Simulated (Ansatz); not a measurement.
# Decaying states in the gap of LiPH2SO3

A new crystal, LiPH2SO3: structure, gap and complex bands. It is built by putting Li for K in the KPH2SO3 structure of space group Cm, with the volume rescaled by atomic radii. The parent structure comes from the Materials Project.

Main program and level: Ansatz 0.2.0; r2SCAN DFT, plane waves, PAW files, in the first sound run; inputs show where later runs differ.

Report form: the programs' logs are mostly left out.

The structure was built from a prototype and need not be the compound's stable phase.

### 1. Starting point

It takes space group Cm (No. 8, monoclinic). The conventional cell has a = 6.005 Å, b = 5.814 Å, c = 5.488 Å, α = 90.00°, β = 108.32°, γ = 90.00°. Nearest to Li lie 5 O at 2.66 to 2.81 Å and 2 H at 3.02 Å and 3 S at 3.06 to 3.07 Å. Nearest to H lie 1 O at 0.95 Å. P has 3 O at 1.42 to 1.46 Å and 1 S at 1.81 Å nearest. Nearest to S lie 1 P at 1.81 Å and 2 H at 2.73 Å and 3 Li at 3.06 to 3.07 Å. Nearest to O lie 2 H at 1.36 Å and 1 P at 1.42 Å. Nearest to O lie 1 H at 0.95 Å and 1 P at 1.46 Å. It derives from KPH2SO3. Li for K in the KPH2SO3 structure of space group Cm. Farther neighbours and most contacts between anions are not listed.

### 2. Relaxing the new crystal

The substituted atoms don't fit the parent's cell, so cell and atoms relax together. A small smearing keeps the run stable in case the gap closes on the way.

The input, input.yaml:

```yaml
crystal:
  lattice:
    - [3.0026320596, -2.9071763705, 0.0]
    - [3.0026320596, 2.9071763705, 0.0]
    - [-1.7249875698, 0.0, 5.2099821613]
  atoms:
    - { symbol: Li, position: [0.847257, 0.847257, 0.611907] }
    - { symbol: H, position: [0.20698, 0.829688, 0.18892] }
    - { symbol: H, position: [0.829688, 0.20698, 0.18892] }
    - { symbol: P, position: [0.344861, 0.344861, 0.111208] }
    - { symbol: S, position: [0.384806, 0.384806, 0.797994] }
    - { symbol: O, position: [0.107084, 0.107084, 0.10396] }
    - { symbol: O, position: [0.262321, 0.651173, 0.269541] }
    - { symbol: O, position: [0.651173, 0.262321, 0.269541] }
kpoints:
  mp_grid: { grid: [6, 6, 4] }
scf:
  occupations: { method: gaussian, width: 0.03 }
hamiltonian:
  xc: r2scan
output:
  forces: true
  stress: true
relax:
  f_tol: 0.02
  max_steps: 60
  cell: {}
```

Command:

```
> ansatz run input.yaml --threads 2 --pin off --max-ram 4096MiB --backend cpu --events-out ev --progress --plain --runs-dir out
```

Wall time 4.2 min (2 threads of Arm Neoverse V1, shared host); peak memory 0.61 GiB.

The steps of the relaxation:

| step | energy less that of the first step (eV) | largest force component (eV/Å) | pressure (GPa) | volume (Å³) |
| --- | --- | --- | --- | --- |
| 1 | 0.0000 | 6.7779 | 33.22 | 90.96 |
| 2 | -1.8167 | 3.6882 | 11.97 | 94.81 |
| 3 | -2.2555 | 1.4666 | 2.57 | 100.35 |
| 4 | -2.4050 | 0.8725 | -0.19 | 98.56 |
| 5 | -2.4744 | 0.5093 | -0.47 | 97.97 |
| 6 | -2.5637 | 0.6567 | 0.23 | 96.16 |
| 7 | -2.6128 | 0.6371 | 0.30 | 94.43 |
| 8 | -2.6274 | 0.6884 | 0.22 | 93.62 |
| 9 | -2.6439 | 0.4272 | 0.32 | 94.70 |
| 10 | -2.6511 | 0.1303 | -0.45 | 94.90 |
| 11 | -2.6517 | 0.0688 | 0.16 | 94.12 |
| 12 | -2.6536 | 0.0201 | 0.01 | 94.58 |
| 13 | -2.6538 | 0.0070 | 0.00 | 94.62 |
| 14 | -2.6540 | 0.0192 | 0.00 | 94.71 |
| 15 | -2.6541 | 0.0221 | 0.02 | 94.70 |
| 16 | -2.6542 | 0.0095 | 0.00 | 94.72 |
| 17* | -2.6650 | 0.0116 | 0.19 | 94.72 |
| 18 | -2.6658 | 0.0964 | -0.16 | 95.46 |
| 19 | -2.6662 | 0.0581 | 0.05 | 95.10 |
| 20 | -2.6665 | 0.0188 | 0.02 | 95.13 |
| 21* | -2.6666 | 0.0188 | 0.01 | 95.13 |

Relaxation steps marked * repeat the geometry before them on a plane-wave basis chosen anew for their cell, so energy and pressure can jump there.

Forces are held to the 2 operations that the run works with; a distortion that breaks them can't arise in this run.

```csv
cell as run,before,after,change
a (Å),4.179,4.417,+5.7 %
b (Å),4.179,4.417,+5.7 %
c (Å),5.488,5.772,+5.2 %
α (°),103.05,109.17,+5.9 %
β (°),103.05,109.17,+5.9 %
γ (°),88.15,100.34,+13.8 %
volume (Å³/atom),11.37,11.89,+4.6 %
```

The atoms that moved most (Å, as changes of fractional coordinates times the final cell):

| atom | dx | dy | dz | length |
| --- | --- | --- | --- | --- |
| Li1 | -0.489 | 0.000 | 0.297 | 0.572 |
| O8 | 0.331 | 0.152 | 0.062 | 0.369 |
| O7 | 0.331 | -0.152 | 0.062 | 0.369 |
| S5 | -0.143 | 0.000 | -0.249 | 0.287 |
| O6 | -0.137 | 0.000 | -0.236 | 0.274 |
| P4 | 0.080 | 0.000 | -0.122 | 0.146 |
| H2 | 0.014 | -0.079 | 0.093 | 0.123 |
| H3 | 0.014 | 0.079 | 0.093 | 0.123 |

This step gave:

```yaml
free_energy: -3612.2940 eV
fermi_energy: 5.009 eV
pressure: 0.01322 GPa
```

The largest force component on a free atom ends at 0.019 eV/Å.

### 3. Band edges

The energy window and the wavevectors of the next steps follow from the band edges, so these are searched first, off the mesh as well.

The input, input.yaml:

```yaml
crystal:
  lattice:
    - [2.8037229237, -3.3923044758, -0.3792051887]
    - [2.8037229237, 3.3923044758, -0.3792051887]
    - [-2.2686893785, 0.0, 5.3076759724]
  atoms:
    - { symbol: Li, position: [0.778648731, 0.778648731, 0.6580133684] }
    - { symbol: H, position: [0.2288405821, 0.828245115, 0.2079546618] }
    - { symbol: H, position: [0.828245115, 0.2288405821, 0.2079546618] }
    - { symbol: P, position: [0.3500997134, 0.3500997134, 0.0889431242] }
    - { symbol: S, position: [0.3375106988, 0.3375106988, 0.7442937717] }
    - { symbol: O, position: [0.0619322588, 0.0619322588, 0.0529589927] }
    - { symbol: O, position: [0.3523780181, 0.6965148829, 0.2909362097] }
    - { symbol: O, position: [0.6965148829, 0.3523780181, 0.2909362097] }
kpoints:
  mp_grid: { grid: [6, 6, 6] }
  band_path: { path: [VBM, CBM], npoints: 30 }
scf:
  occupations: { method: fixed }
hamiltonian:
  xc: r2scan
output:
  eigenvalues: true
  write_potential: true
  write_density: true
  volumetric_format: npy
```

It took 50 s on 2 threads; peak memory 0.6 GiB; 100 s of CPU time.

This step gave:

```
Fermi energy        : 2.389 eV
gap on the k-mesh   : 5.240 eV
gap on path         : 5.240 eV, by band count; negative where bands overlap
direct gap on path  : 5.240 eV
edge places on path : 0, 0 1/A along the path
```

Levels at VBM (eV): -6.80, -5.70, -4.92, -4.44, -3.68, -2.78, -2.22, -1.94, -0.33, 0.00, 5.24, 6.10, 6.75, 7.58.

The searched edges give 5.24 eV, as on the mesh.

### 4. Complex bands, plane (001), k-mesh 6×6×6

This step: r2SCAN DFT, plane waves, PAW files; complex bands by layer matching along the plane's normal (Ansatz 0.2.0).

The same crystal is laid in a cell whose first two vectors span the (001) plane (indices of the standard conventional cell, whose axes can be ordered otherwise than in the bulk input). At fixed energy and wavevector in the plane the solver finds all kz, real and complex. A few wavevectors are listed, (0, 0) and (0.5, 0) in units of the plane's reciprocal vectors; the slowest state needn't be among them.

input.yaml, as its differences from that of step 3:

```diff
@@ -2,5 +2,5 @@
   lattice:
-    - [2.8037229237, -3.3923044758, -0.3792051887]
-    - [2.8037229237, 3.3923044758, -0.3792051887]
-    - [-2.2686893785, 0.0, 5.3076759724]
+    - [4.417282928, 0.0, 0.0]
+    - [-0.793037463, 4.345512633, 0.0]
+    - [-1.895616564, -2.272866396, 4.955713058]
   atoms:
@@ -16,3 +16,2 @@
   mp_grid: { grid: [6, 6, 6] }
-  band_path: { path: [VBM, CBM], npoints: 30 }
 scf:
@@ -23,4 +22,6 @@
   eigenvalues: true
-  write_potential: true
-  write_density: true
-  volumetric_format: npy
+  transmission:
+    leads: [[0, 0]]
+    kpoints: [[0.0, 0.0], [0.5, 0.0]]
+    e_range: [-1.0, 6.24]
+    de: 0.18
```

Run time: 40 s. Hardware: 2 threads; peak memory 0.78 GiB.

Numbers from this step:

- level to which the leads are filled: 2.620 eV from the Fermi level
- decay constant at the filling level, zone centre: 0.4277 Å⁻¹
- decay constant at the filling level, slowest listed point: 0.4277 Å⁻¹

K parallel (0, 0); values up to 1.5 1/Å, a degenerate pair printed once or twice; energies at which all values exceed this have no row. Im kz of the slowest decaying states against energy, zero at the highest filled level on the SCF mesh:

| energy (eV) | decay 1 (Å⁻¹) | decay 2 (Å⁻¹) | decay 3 (Å⁻¹) | decay 4 (Å⁻¹) |
| --- | --- | --- | --- | --- |
| -1.00 | 0.340 | 0.454 | 0.951 | 0.984 |
| -0.64 | 0.340 | 0.419 | 0.648 | 1.03 |
| -0.28 | 0.294 | 0.360 | 1.05 | 1.05 |
| 0.08 | 0.189 | 0.391 | 0.725 | 1.05 |
| 0.44 | 0.392 | 0.417 | 0.889 | 1.01 |
| 0.80 | 0.432 | 0.484 | 0.909 | 1.10 |
| 1.16 | 0.441 | 0.543 | 0.896 | 1.11 |
| 1.52 | 0.444 | 0.584 | 0.886 | 1.13 |
| 1.88 | 0.443 | 0.615 | 0.875 | 1.14 |
| 2.24 | 0.437 | 0.639 | 0.863 | 1.01 |
| 2.60 | 0.428 | 0.658 | 0.848 | 0.949 |
| 2.96 | 0.413 | 0.673 | 0.831 | 0.894 |
| 3.32 | 0.394 | 0.688 | 0.812 | 0.838 |
| 3.68 | 0.368 | 0.715 | 0.767 | 0.790 |
| 4.04 | 0.334 | 0.715 | 0.764 | 1.01 |
| 4.40 | 0.290 | 0.685 | 0.735 | 0.982 |
| 4.76 | 0.228 | 0.651 | 0.657 | 0.744 |
| 5.12 | 0.119 | 0.555 | 0.609 | 0.762 |
| 5.48 | 0.447 | 0.554 | 0.760 | 0.888 |
| 5.84 | 0.283 | 0.359 | 0.582 | 0.751 |
| 6.20 | 0.152 | 0.579 | 0.725 | 0.736 |

K parallel (0.5, 0); values up to 1.5 1/Å, a degenerate pair printed once or twice; energies at which all values exceed this have no row. The Im kz of the slowest decaying states by energy, zero at the highest filled level on the SCF mesh:

```csv
energy (eV),decay 1 (Å⁻¹),decay 2 (Å⁻¹),decay 3 (Å⁻¹),decay 4 (Å⁻¹)
-1.00,0.321,0.857,0.901,0.959
-0.64,0.401,0.814,0.848,1.05
-0.46,0.600,0.767,0.876,1.07
-0.10,0.249,0.294,0.759,0.925
0.08,0.354,0.360,0.803,0.939
0.44,0.426,0.431,0.838,0.960
0.80,0.466,0.470,0.849,0.976
0.98,0.479,0.487,0.850,0.981
1.34,0.498,0.512,0.847,0.991
1.52,0.505,0.522,0.843,0.994
1.88,0.516,0.536,0.831,1.00
2.24,0.522,0.544,0.816,1.00
2.42,0.523,0.547,0.807,1.01
2.78,0.524,0.548,0.787,1.01
2.96,0.522,0.547,0.776,1.01
3.32,0.517,0.542,0.751,1.01
3.68,0.507,0.533,0.722,1.01
3.86,0.500,0.526,0.707,1.01
4.22,0.483,0.510,0.673,1.01
4.40,0.472,0.500,0.654,1.01
4.76,0.444,0.474,0.612,0.984
5.12,0.404,0.441,0.562,0.931
5.30,0.378,0.419,0.534,0.903
5.66,0.304,0.362,0.467,0.847
5.84,0.244,0.316,0.426,0.820
6.20,0.352,0.767,1.03,1.07
```

At the listed wavevectors the last open channel is at -0.10 eV and the next at +5.30 eV on the grid. At +2.60 eV, the grid energy nearest the filling level (the middle of the gap on the SCF mesh), the slowest state at the listed wavevectors decays with κ = 0.428 Å⁻¹, its amplitude falling by e over 2.3 Å. Through 1 nm of this crystal that state's transmission falls by exp(−2 × 0.428 Å⁻¹ × 10 Å) = 1.9e-4.

### 5. Decaying states in the gap, plane (100), k-mesh 6×10×10

The same for the (100) plane, at (0, 0) and (0.5, 0), to see how the decay depends on direction.

The input, input.yaml:

```yaml
crystal:
  lattice:
    - [5.77220718, 0.0, 0.0]
    - [0.0, 6.784608952, 0.0]
    - [-1.45065387, 3.392304476, 2.429045524]
  atoms:
    - { symbol: Li, position: [0.6580133684, 0.221351269, 0.557297462] }
    - { symbol: H, position: [0.2079546618, 0.171754885, 0.0570856971] }
    - { symbol: H, position: [0.2079546618, 0.7711594179, 0.0570856971] }
    - { symbol: P, position: [0.0889431242, 0.6499002866, 0.7001994268] }
    - { symbol: S, position: [0.7442937717, 0.6624893012, 0.6750213976] }
    - { symbol: O, position: [0.0529589927, 0.9380677412, 0.1238645176] }
    - { symbol: O, position: [0.2909362097, 0.3034851171, 0.048892901] }
    - { symbol: O, position: [0.2909362097, 0.6476219819, 0.048892901] }
kpoints:
  mp_grid: { grid: [6, 10, 10] }
scf:
  occupations: { method: fixed }
hamiltonian:
  xc: r2scan
output:
  eigenvalues: true
  transmission:
    leads: [[0, 0]]
    kpoints: [[0.0, 0.0], [0.5, 0.0]]
    e_range: [-1.0, 6.24]
    de: 0.12
```

Elapsed: 3.2 min, on 2 threads; peak memory 1.6 GiB.

This step gave:

```yaml
decay_constant_at_the_filling_level_zone_centre: 0.4386 Å⁻¹
decay_constant_at_the_filling_level_slowest_listed_point: 0.4386 Å⁻¹
```

K parallel (0, 0); values up to 1.5 1/Å, a degenerate pair printed once or twice; energies at which all values exceed this have no row. The Im kz of the slowest decaying states by energy, zero at the highest filled level on the SCF mesh:

| energy (eV) | decay 1 (Å⁻¹) | decay 2 (Å⁻¹) | decay 3 (Å⁻¹) | decay 4 (Å⁻¹) |
| --- | --- | --- | --- | --- |
| -1.00 | 0.342 | 0.385 | 0.426 | 0.534 |
| -0.64 | 0.350 | 0.539 | 0.622 | 0.918 |
| -0.28 | 0.156 | 0.359 | 0.664 | 0.671 |
| -0.04 | 0.305 | 0.443 | 0.685 | 0.722 |
| 0.08 | 0.211 | 0.337 | 0.470 | 0.693 |
| 0.44 | 0.393 | 0.465 | 0.529 | 0.715 |
| 0.80 | 0.422 | 0.568 | 0.586 | 0.732 |
| 1.16 | 0.439 | 0.596 | 0.654 | 0.745 |
| 1.52 | 0.448 | 0.616 | 0.690 | 0.756 |
| 1.88 | 0.450 | 0.631 | 0.707 | 0.764 |
| 2.24 | 0.447 | 0.643 | 0.712 | 0.770 |
| 2.60 | 0.439 | 0.651 | 0.708 | 0.776 |
| 2.96 | 0.425 | 0.656 | 0.697 | 0.781 |
| 3.32 | 0.406 | 0.657 | 0.680 | 0.789 |
| 3.68 | 0.380 | 0.655 | 0.657 | 0.791 |
| 4.04 | 0.347 | 0.628 | 0.645 | 0.769 |
| 4.40 | 0.301 | 0.591 | 0.628 | 0.748 |
| 4.76 | 0.237 | 0.546 | 0.602 | 0.727 |
| 5.12 | 0.124 | 0.487 | 0.567 | 0.706 |
| 5.48 | 0.406 | 0.519 | 0.676 | 0.684 |
| 5.84 | 0.277 | 0.448 | 0.633 | 0.660 |
| 6.20 | 0.312 | 0.580 | 0.634 | 0.641 |

K parallel (0.5, 0); values up to 1.5 1/Å, a degenerate pair printed once or twice; energies at which all values exceed this have no row. Im kz of the slowest decaying states against energy, zero at the highest filled level on the SCF mesh:

```
energy (eV)  decay 1 (Å⁻¹)  decay 2 (Å⁻¹)  decay 3 (Å⁻¹)  decay 4 (Å⁻¹)
     -1.000          0.420          0.550          0.557          0.568
     -0.520          0.323          0.430          0.435          0.437
     -0.040          0.371          0.443          0.526          0.640
      0.440          0.475          0.554          0.691          0.736
      1.040          0.525          0.607          0.790          0.825
      1.520          0.545          0.627          0.811          0.826
      2.000          0.554          0.636          0.819          0.821
      2.480          0.555          0.636          0.807          0.823
      2.960          0.550          0.630          0.789          0.803
      3.440          0.538          0.618          0.766          0.771
      4.040          0.514          0.594          0.724          0.730
      4.520          0.486          0.567          0.679          0.695
      5.000          0.446          0.532          0.625          0.650
      5.480          0.386          0.483          0.557          0.592
      5.960          0.227          0.410          0.460          0.465
```

At the listed wavevectors the last open channel is at -0.04 eV and the next at +5.24 eV on the grid. At +2.60 eV, the grid energy nearest the filling level (the middle of the gap on the SCF mesh), the slowest state at the listed wavevectors decays with κ = 0.439 Å⁻¹, its amplitude falling by e over 2.3 Å; the first such run, plane (001), gave 0.428 Å⁻¹.

### 6. A check of the settings

This step: r2SCAN DFT, plane waves, PAW files; complex bands by layer matching along the plane's normal; changed: output.transmission.temperature = 0, scf.max_iter = 50 (Ansatz 0.2.0).

This run repeats an earlier one, its twin (the complex run, plane (001)), with two settings changed (scf.max_iter, output.transmission.temperature; files written aside). The setting was drawn as a possible misstep, on purpose. Where the input is shown as a difference, that is against the step before, not the twin.

The input, input.yaml:

```yaml
crystal:
  lattice:
    - [4.417282928, 0.0, 0.0]
    - [-0.793037463, 4.345512633, 0.0]
    - [-1.895616564, -2.272866396, 4.955713058]
  atoms:
    - { symbol: Li, position: [0.778648731, 0.778648731, 0.6580133684] }
    - { symbol: H, position: [0.2288405821, 0.828245115, 0.2079546618] }
    - { symbol: H, position: [0.828245115, 0.2288405821, 0.2079546618] }
    - { symbol: P, position: [0.3500997134, 0.3500997134, 0.0889431242] }
    - { symbol: S, position: [0.3375106988, 0.3375106988, 0.7442937717] }
    - { symbol: O, position: [0.0619322588, 0.0619322588, 0.0529589927] }
    - { symbol: O, position: [0.3523780181, 0.6965148829, 0.2909362097] }
    - { symbol: O, position: [0.6965148829, 0.3523780181, 0.2909362097] }
kpoints:
  mp_grid: { grid: [6, 6, 6] }
scf:
  occupations: { method: fixed }
  max_iter: 50
hamiltonian:
  xc: r2scan
output:
  eigenvalues: true
  transmission:
    leads: [[0, 0]]
    kpoints: [[0.0, 0.0], [0.5, 0.0]]
    e_range: [-1.0, 6.24]
    de: 0.18
    temperature: 0
```

Wall time 0.13 s (2 threads); peak memory 0.082 GiB.

The input was rejected at the start.

The program's message: “Error: invalid value for `output.transmission.temperature`: must be finite and ≥ 1.2; got 0 K”

The change that led to it: output.transmission.temperature = 0.

### 7. What came out

```yaml
band_gap: 5.24 eV
least_decay_constant_at_mid_gap_normal_to_001: 0.428 Å⁻¹
least_decay_constant_at_mid_gap_normal_to_100: 0.439 Å⁻¹
```

With r2SCAN, the slowest decay at the wavevectors tried is κ = 0.428 Å⁻¹, normal to (001). Through such a film the transmission near mid-gap falls as exp(−2κd), a factor of ten every 2.7 Å. The directions tried decay at nearly the same rate. A free electron under a barrier of half the gap would need a mass of 0.27 mₑ to decay at this rate. The compound is made up by substitution; its stability against other phases and against distortions of the cell's symmetry was not tested. r2SCAN still narrows gaps, if less than LDA and GGA do, so real decay constants are likely larger.

[Logs are printed without paths, hosts, clocks, repeated set-up lines and the standing remarks that a program may print on its own settings, such as how far it seeks lower states.]

[Hosts, paths, dates, database ids (printed as entryN), source tags and the programs' standing remarks are cut or masked in the printed files.]
